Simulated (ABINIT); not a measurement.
# AlSbSe3 (Pm-3m): zone-centre phonons, part 3 of 3

Which modes does AlSbSe3 (Pm-3m) have at the zone centre?

ABINIT 10.8.3; DFT LDA, scalar-relativistic, plane waves, JTH PAW pseudopotentials.

So far. Step 6 (Linear response at Γ): The acoustic modes at Γ come out as far as 6.9 cm⁻¹ from zero, where they should vanish, a small numerical error. The lowest optical mode is imaginary, 114i cm⁻¹, an instability at this level and on this k mesh. Step 7 (Zone-centre analysis): The rule also moves an optical mode by 0.3 cm⁻¹. The relaxed cell has a = 4.800 Å (conventional setting).

The structure was built from a prototype and need not be the compound's stable phase.

## 8. Sum rules set otherwise (asr 0)

Without the rule the raw error of the acoustic modes shows.

anaddb.abi reads:

```
ddb_filepath "gamma_DDB"
output_file "anaddb.abo"
outdata_prefix "anaddb"
asr 0
chneut 0
enunit 2
eivec 1
nph1l 1
qph1l 0.0 0.0 0.0 1.0
```

mrgddb.in reads:

```
gamma_DDB
merged
1
dfpt_gammao_DDB
```

Started as:

```console
$ mrgddb < mrgddb.in > mrgddb.log
$ OMP_NUM_THREADS=1 anaddb anaddb.abi > anaddb.log
```

anaddb.abo, the main output file:

```text
-outvars_anaddb: echo values of input variables ----------------------

 Miscellaneous information :
      enunit         2
       eivec         1
      chneut         0
 First list of wavevector (reduced coord.) :
       nph1l         1
       qph1l
                     0.00000000E+00  0.00000000E+00  0.00000000E+00    1.000E+00

================================================================================

 read the DDB information and perform some checks

  ==== Info on the Cryst% object ====
 Real(R)+Recip(G) space primitive vectors, cartesian coordinates (Bohr,Bohr^-1):
 R(1)=  9.0697429  0.0000000  0.0000000  G(1)=  0.1102567  0.0000000  0.0000000
 R(2)=  0.0000000  9.0697429  0.0000000  G(2)=  0.0000000  0.1102567  0.0000000
 R(3)=  0.0000000  0.0000000  9.0697429  G(3)=  0.0000000  0.0000000  0.1102567
 Unit cell volume ucvol=  7.4607920E+02 bohr^3
 Angles (23,13,12)=  9.00000000E+01  9.00000000E+01  9.00000000E+01 degrees
 Time-reversal symmetry is present
 Reduced atomic positions [iatom, xred, symbol]:
    1)    0.0000000  0.0000000  0.0000000  Sb
    2)    0.5000000  0.5000000  0.5000000  Al
    3)    0.5000000  0.5000000  0.0000000  Se
    4)    0.5000000  0.0000000  0.5000000  Se
    5)    0.0000000  0.5000000  0.5000000  Se

 DDB file with 1 blocks has been read.

================================================================================

 Treat the first list of vectors

  Phonon wavevector (reduced coordinates) :  0.00000  0.00000  0.00000
 Phonon energies in Hartree :
  -5.210651E-04 -5.210651E-04 -5.210651E-04 -3.303685E-04 -3.303685E-04
  -3.303685E-04 -3.136337E-05 -3.136337E-05 -3.136337E-05  2.160868E-04
   2.160868E-04  2.160868E-04  1.626977E-03  1.626977E-03  1.626977E-03
 Phonon energies in meV     :
- -1.417890E+01 -1.417890E+01 -1.417890E+01 -8.989785E+00 -8.989785E+00
- -8.989785E+00 -8.534409E-01 -8.534409E-01 -8.534408E-01  5.880021E+00
-  5.880021E+00  5.880021E+00  4.427229E+01  4.427229E+01  4.427229E+01
 Phonon frequencies in cm-1    :
- -1.143606E+02 -1.143606E+02 -1.143606E+02 -7.250751E+01 -7.250751E+01
- -7.250751E+01 -6.883465E+00 -6.883465E+00 -6.883465E+00  4.742557E+01
-  4.742557E+01  4.742557E+01  3.570801E+02  3.570801E+02  3.570801E+02
 Phonon frequencies in Thz     :
- -3.428443E+00 -3.428443E+00 -3.428443E+00 -2.173720E+00 -2.173720E+00
- -2.173720E+00 -2.063611E-01 -2.063611E-01 -2.063611E-01  1.421783E+00
-  1.421783E+00  1.421783E+00  1.070499E+01  1.070499E+01  1.070499E+01
 Phonon energies in Kelvin  :
- -1.645393E+02 -1.645393E+02 -1.645393E+02 -1.043221E+02 -1.043221E+02
- -1.043221E+02 -9.903770E+00 -9.903770E+00 -9.903770E+00  6.823481E+01
-  6.823481E+01  6.823481E+01  5.137586E+02  5.137586E+02  5.137586E+02

 Eigendisplacements
 (will be given, for each mode : in cartesian coordinates
   for each atom the real part of the displacement vector,
   then the imaginary part of the displacement vector - absolute values smaller than 1.0d-7 are set to zero)
  Mode number    1   Energy   -5.210651E-04
 Attention : low frequency mode.
   (Could be unstable or acoustic mode)
-  1  0.00000000E+00  0.00000000E+00  1.55804598E-03
-     0.00000000E+00  0.00000000E+00  0.00000000E+00
-  2  0.00000000E+00  0.00000000E+00  4.23058857E-04
-     0.00000000E+00  0.00000000E+00  0.00000000E+00
-  3  0.00000000E+00  0.00000000E+00 -1.21888199E-05
-     0.00000000E+00  0.00000000E+00  0.00000000E+00
-  4  0.00000000E+00  0.00000000E+00 -1.25362383E-03
-     0.00000000E+00  0.00000000E+00  0.00000000E+00
-  5  0.00000000E+00  0.00000000E+00 -1.25362383E-03
-     0.00000000E+00  0.00000000E+00  0.00000000E+00
  Mode number    2   Energy   -5.210651E-04
 Attention : low frequency mode.
   (Could be unstable or acoustic mode)
-  1  0.00000000E+00  1.55804598E-03  0.00000000E+00
-     0.00000000E+00  0.00000000E+00  0.00000000E+00
-  2  0.00000000E+00  4.23058857E-04  0.00000000E+00
-     0.00000000E+00  0.00000000E+00  0.00000000E+00
-  3  0.00000000E+00 -1.25362383E-03  0.00000000E+00
-     0.00000000E+00  0.00000000E+00  0.00000000E+00
-  4  0.00000000E+00 -1.21888199E-05  0.00000000E+00
-     0.00000000E+00  0.00000000E+00  0.00000000E+00
-  5  0.00000000E+00 -1.25362383E-03  0.00000000E+00
-     0.00000000E+00  0.00000000E+00  0.00000000E+00
  Mode number    3   Energy   -5.210651E-04
 Attention : low frequency mode.
   (Could be unstable or acoustic mode)
-  1  1.55804598E-03  0.00000000E+00  0.00000000E+00
-     0.00000000E+00  0.00000000E+00  0.00000000E+00
-  2  4.23058857E-04  0.00000000E+00  0.00000000E+00
-     0.00000000E+00  0.00000000E+00  0.00000000E+00
-  3 -1.25362383E-03  0.00000000E+00  0.00000000E+00
-     0.00000000E+00  0.00000000E+00  0.00000000E+00
-  4 -1.25362383E-03  0.00000000E+00  0.00000000E+00
-     0.00000000E+00  0.00000000E+00  0.00000000E+00
-  5 -1.21888199E-05  0.00000000E+00  0.00000000E+00
-     0.00000000E+00  0.00000000E+00  0.00000000E+00
  Mode number    4   Energy   -3.303685E-04
 Attention : low frequency mode.
   (Could be unstable or acoustic mode)
-  1  0.00000000E+00  0.00000000E+00  0.00000000E+00
-     0.00000000E+00  0.00000000E+00  0.00000000E+00
-  2  0.00000000E+00  0.00000000E+00  0.00000000E+00
-     0.00000000E+00  0.00000000E+00  0.00000000E+00
-  3  0.00000000E+00  0.00000000E+00  0.00000000E+00
-     0.00000000E+00  0.00000000E+00  0.00000000E+00
-  4  0.00000000E+00  0.00000000E+00  1.86380890E-03
-     0.00000000E+00  0.00000000E+00  0.00000000E+00
-  5  0.00000000E+00  0.00000000E+00 -1.86380890E-03
-     0.00000000E+00  0.00000000E+00  0.00000000E+00
  Mode number    5   Energy   -3.303685E-04
 Attention : low frequency mode.
   (Could be unstable or acoustic mode)
-  1  0.00000000E+00  0.00000000E+00  0.00000000E+00
-     0.00000000E+00  0.00000000E+00  0.00000000E+00
-  2  0.00000000E+00  0.00000000E+00  0.00000000E+00
-     0.00000000E+00  0.00000000E+00  0.00000000E+00
-  3  0.00000000E+00 -1.86380890E-03  0.00000000E+00
-     0.00000000E+00  0.00000000E+00  0.00000000E+00
-  4  0.00000000E+00  0.00000000E+00  0.00000000E+00
-     0.00000000E+00  0.00000000E+00  0.00000000E+00
-  5  0.00000000E+00  1.86380890E-03  0.00000000E+00
-     0.00000000E+00  0.00000000E+00  0.00000000E+00
  Mode number    6   Energy   -3.303685E-04
 Attention : low frequency mode.
   (Could be unstable or acoustic mode)
-  1  0.00000000E+00  0.00000000E+00  0.00000000E+00
-     0.00000000E+00  0.00000000E+00  0.00000000E+00
-  2  0.00000000E+00  0.00000000E+00  0.00000000E+00
-     0.00000000E+00  0.00000000E+00  0.00000000E+00
-  3  1.86380890E-03  0.00000000E+00  0.00000000E+00
-     0.00000000E+00  0.00000000E+00  0.00000000E+00
-  4 -1.86380890E-03  0.00000000E+00  0.00000000E+00
-     0.00000000E+00  0.00000000E+00  0.00000000E+00
-  5  0.00000000E+00  0.00000000E+00  0.00000000E+00
-     0.00000000E+00  0.00000000E+00  0.00000000E+00
  Mode number    7   Energy   -3.136337E-05
 Attention : low frequency mode.
   (Could be unstable or acoustic mode)
-  1  0.00000000E+00  0.00000000E+00 -1.19754674E-03
-     0.00000000E+00  0.00000000E+00  0.00000000E+00
-  2  0.00000000E+00  0.00000000E+00 -1.15275109E-03
-     0.00000000E+00  0.00000000E+00  0.00000000E+00
-  3  0.00000000E+00  0.00000000E+00 -1.16715910E-03
-     0.00000000E+00  0.00000000E+00  0.00000000E+00
-  4  0.00000000E+00  0.00000000E+00 -1.20827950E-03
-     0.00000000E+00  0.00000000E+00  0.00000000E+00
-  5  0.00000000E+00  0.00000000E+00 -1.20827950E-03
-     0.00000000E+00  0.00000000E+00  0.00000000E+00
  Mode number    8   Energy   -3.136337E-05
 Attention : low frequency mode.
   (Could be unstable or acoustic mode)
-  1  0.00000000E+00  1.19754674E-03  0.00000000E+00
-     0.00000000E+00  0.00000000E+00  0.00000000E+00
-  2  0.00000000E+00  1.15275109E-03  0.00000000E+00
-     0.00000000E+00  0.00000000E+00  0.00000000E+00
-  3  0.00000000E+00  1.20827950E-03  0.00000000E+00
-     0.00000000E+00  0.00000000E+00  0.00000000E+00
-  4  0.00000000E+00  1.16715909E-03  0.00000000E+00
-     0.00000000E+00  0.00000000E+00  0.00000000E+00
-  5  0.00000000E+00  1.20827950E-03  0.00000000E+00
-     0.00000000E+00  0.00000000E+00  0.00000000E+00
  Mode number    9   Energy   -3.136337E-05
 Attention : low frequency mode.
   (Could be unstable or acoustic mode)
-  1  1.19754674E-03  0.00000000E+00  0.00000000E+00
-     0.00000000E+00  0.00000000E+00  0.00000000E+00
-  2  1.15275109E-03  0.00000000E+00  0.00000000E+00
-     0.00000000E+00  0.00000000E+00  0.00000000E+00
-  3  1.20827950E-03  0.00000000E+00  0.00000000E+00
-     0.00000000E+00  0.00000000E+00  0.00000000E+00
-  4  1.20827950E-03  0.00000000E+00  0.00000000E+00
-     0.00000000E+00  0.00000000E+00  0.00000000E+00
-  5  1.16715909E-03  0.00000000E+00  0.00000000E+00
-     0.00000000E+00  0.00000000E+00  0.00000000E+00
  Mode number   10   Energy    2.160868E-04
-  1  0.00000000E+00  0.00000000E+00  8.02527543E-04
-     0.00000000E+00  0.00000000E+00  0.00000000E+00
-  2  0.00000000E+00  0.00000000E+00 -2.53407180E-03
-     0.00000000E+00  0.00000000E+00  0.00000000E+00
-  3  0.00000000E+00  0.00000000E+00 -1.72140554E-03
-     0.00000000E+00  0.00000000E+00  0.00000000E+00
-  4  0.00000000E+00  0.00000000E+00  6.31238616E-04
-     0.00000000E+00  0.00000000E+00  0.00000000E+00
-  5  0.00000000E+00  0.00000000E+00  6.31238616E-04
-     0.00000000E+00  0.00000000E+00  0.00000000E+00
  Mode number   11   Energy    2.160868E-04
-  1  0.00000000E+00 -8.02527543E-04  0.00000000E+00
-     0.00000000E+00  0.00000000E+00  0.00000000E+00
-  2  0.00000000E+00  2.53407180E-03  0.00000000E+00
-     0.00000000E+00  0.00000000E+00  0.00000000E+00
-  3  0.00000000E+00 -6.31238616E-04  0.00000000E+00
-     0.00000000E+00  0.00000000E+00  0.00000000E+00
-  4  0.00000000E+00  1.72140554E-03  0.00000000E+00
-     0.00000000E+00  0.00000000E+00  0.00000000E+00
-  5  0.00000000E+00 -6.31238616E-04  0.00000000E+00
-     0.00000000E+00  0.00000000E+00  0.00000000E+00
  Mode number   12   Energy    2.160868E-04
-  1  8.02527543E-04  0.00000000E+00  0.00000000E+00
-     0.00000000E+00  0.00000000E+00  0.00000000E+00
-  2 -2.53407180E-03  0.00000000E+00  0.00000000E+00
-     0.00000000E+00  0.00000000E+00  0.00000000E+00
-  3  6.31238616E-04  0.00000000E+00  0.00000000E+00
-     0.00000000E+00  0.00000000E+00  0.00000000E+00
-  4  6.31238616E-04  0.00000000E+00  0.00000000E+00
-     0.00000000E+00  0.00000000E+00  0.00000000E+00
-  5 -1.72140554E-03  0.00000000E+00  0.00000000E+00
-     0.00000000E+00  0.00000000E+00  0.00000000E+00
  Mode number   13   Energy    1.626977E-03
-  1  0.00000000E+00  0.00000000E+00  1.69124492E-06
-     0.00000000E+00  0.00000000E+00  0.00000000E+00
-  2  0.00000000E+00  0.00000000E+00 -3.52169593E-03
-     0.00000000E+00  0.00000000E+00  0.00000000E+00
-  3  0.00000000E+00  0.00000000E+00  1.61923479E-03
-     0.00000000E+00  0.00000000E+00  0.00000000E+00
-  4  0.00000000E+00  0.00000000E+00 -2.09306864E-04
-     0.00000000E+00  0.00000000E+00  0.00000000E+00
-  5  0.00000000E+00  0.00000000E+00 -2.09306864E-04
-     0.00000000E+00  0.00000000E+00  0.00000000E+00
  Mode number   14   Energy    1.626977E-03
-  1  0.00000000E+00 -1.69124492E-06  0.00000000E+00
-     0.00000000E+00  0.00000000E+00  0.00000000E+00
-  2 -1.23616160E-07  3.52169593E-03  0.00000000E+00
-     0.00000000E+00  0.00000000E+00  0.00000000E+00
-  3  0.00000000E+00  2.09306863E-04  0.00000000E+00
-     0.00000000E+00  0.00000000E+00  0.00000000E+00
-  4  0.00000000E+00 -1.61923479E-03  0.00000000E+00
-     0.00000000E+00  0.00000000E+00  0.00000000E+00
-  5  0.00000000E+00  2.09306863E-04  0.00000000E+00
-     0.00000000E+00  0.00000000E+00  0.00000000E+00
  Mode number   15   Energy    1.626977E-03
-  1  1.69124492E-06  0.00000000E+00  0.00000000E+00
-     0.00000000E+00  0.00000000E+00  0.00000000E+00
-  2 -3.52169593E-03 -1.23616160E-07  0.00000000E+00
-     0.00000000E+00  0.00000000E+00  0.00000000E+00
-  3 -2.09306863E-04  0.00000000E+00  0.00000000E+00
-     0.00000000E+00  0.00000000E+00  0.00000000E+00
-  4 -2.09306863E-04  0.00000000E+00  0.00000000E+00
-     0.00000000E+00  0.00000000E+00  0.00000000E+00
-  5  1.61923479E-03  0.00000000E+00  0.00000000E+00
-     0.00000000E+00  0.00000000E+00  0.00000000E+00

 Analysis of degeneracies and characters (maximum tolerance=1.00E-06 a.u.)
 For each vibration mode, or group of modes if degenerate,
 the characters are given for each symmetry operation (see the list in the log file).
 Symmetry characters of vibration mode #   1
       degenerate with vibration modes #   2 to    3
  3.0 -3.0 -1.0  1.0 -1.0  1.0 -1.0  1.0  1.0 -1.0 -1.0  1.0  1.0 -1.0 -1.0  1.0
 -0.0  0.0 -0.0  0.0  0.0 -0.0  0.0 -0.0  1.0 -1.0 -1.0  1.0 -1.0  1.0  1.0 -1.0
 -0.0  0.0  0.0 -0.0  0.0 -0.0 -0.0  0.0  1.0 -1.0  1.0 -1.0 -1.0  1.0 -1.0  1.0
 Symmetry characters of vibration mode #   4
       degenerate with vibration modes #   5 to    6
  3.0 -3.0 -1.0  1.0 -1.0  1.0 -1.0  1.0 -1.0  1.0  1.0 -1.0 -1.0  1.0  1.0 -1.0
 -0.0  0.0 -0.0  0.0  0.0 -0.0  0.0 -0.0 -1.0  1.0  1.0 -1.0  1.0 -1.0 -1.0  1.0
 -0.0  0.0  0.0 -0.0  0.0 -0.0 -0.0  0.0 -1.0  1.0 -1.0  1.0  1.0 -1.0  1.0 -1.0
 Symmetry characters of vibration mode #   7
       degenerate with vibration modes #   8 to    9
  3.0 -3.0 -1.0  1.0 -1.0  1.0 -1.0  1.0  1.0 -1.0 -1.0  1.0  1.0 -1.0 -1.0  1.0
  0.0 -0.0  0.0 -0.0 -0.0  0.0 -0.0  0.0  1.0 -1.0 -1.0  1.0 -1.0  1.0  1.0 -1.0
  0.0 -0.0 -0.0  0.0 -0.0  0.0  0.0 -0.0  1.0 -1.0  1.0 -1.0 -1.0  1.0 -1.0  1.0
 Symmetry characters of vibration mode #  10
       degenerate with vibration modes #  11 to   12
  3.0 -3.0 -1.0  1.0 -1.0  1.0 -1.0  1.0  1.0 -1.0 -1.0  1.0  1.0 -1.0 -1.0  1.0
  0.0 -0.0  0.0 -0.0 -0.0  0.0 -0.0  0.0  1.0 -1.0 -1.0  1.0 -1.0  1.0  1.0 -1.0
  0.0 -0.0 -0.0  0.0 -0.0  0.0  0.0 -0.0  1.0 -1.0  1.0 -1.0 -1.0  1.0 -1.0  1.0
 Symmetry characters of vibration mode #  13
       degenerate with vibration modes #  14 to   15
  3.0 -3.0 -1.0  1.0 -1.0  1.0 -1.0  1.0  1.0 -1.0 -1.0  1.0  1.0 -1.0 -1.0  1.0
  0.0 -0.0  0.0 -0.0 -0.0  0.0 -0.0  0.0  1.0 -1.0 -1.0  1.0 -1.0  1.0  1.0 -1.0
  0.0 -0.0 -0.0  0.0 -0.0  0.0  0.0 -0.0  1.0 -1.0  1.0 -1.0 -1.0  1.0 -1.0  1.0
-
```

It took 0.51 s on 1 thread of Arm Neoverse V2, shared host.

Numbers from this step:

* lowest optical zone-centre mode: -114.4 cm⁻¹

Zone-centre frequencies as printed; negative means imaginary. Modes:

```
mode  frequency (cm⁻¹)
   1            -114.4
   2            -114.4
   3            -114.4
   4            -72.51
   5            -72.51
   6            -72.51
   7             -6.88
   8             -6.88
   9             -6.88
  10             47.43
  11             47.43
  12             47.43
  13             357.1
  14             357.1
  15             357.1
```

## 9. Summary of results

```
space group after relaxation                                           : Pm-3m
volume per atom                                                        : 22.1 Å³
highest optical zone-centre mode (no LO-TO term)                       : 357.1 cm⁻¹
lowest optical zone-centre mode                                        : -114.0 cm⁻¹
imaginary optical modes at the zone centre (no q mesh in this session) : yes
```

At the LDA level the optical modes of AlSbSe3 (Pm-3m) at the zone centre run from 114i to 357 cm⁻¹, so the structure is a saddle point, with 6 modes beyond 10i cm⁻¹ there. These are harmonic frequencies: anharmonic shifts and widths and the lattice's thermal expansion are left out. The Fermi-Dirac smearing of 0.01 Ha is an electronic temperature of 3158 K, which adds a pressure of its own and can shift the volume and soft modes. Spin-orbit coupling is left out, which can matter for the heavy elements here. In a metal the frequencies hang on the k mesh and the smearing, most of all near Kohn anomalies. The structure is a hypothetical one, built on a prototype.

[Host names and launcher messages were left out of these logs when they were recorded.]

[Logs are printed without paths, hosts, clocks, repeated set-up lines and the standing remarks that a program may print on its own settings, such as how far it seeks lower states.]

[Hosts, paths, dates, database ids (printed as entryN), source tags and the programs' standing remarks are cut or masked in the printed files.]
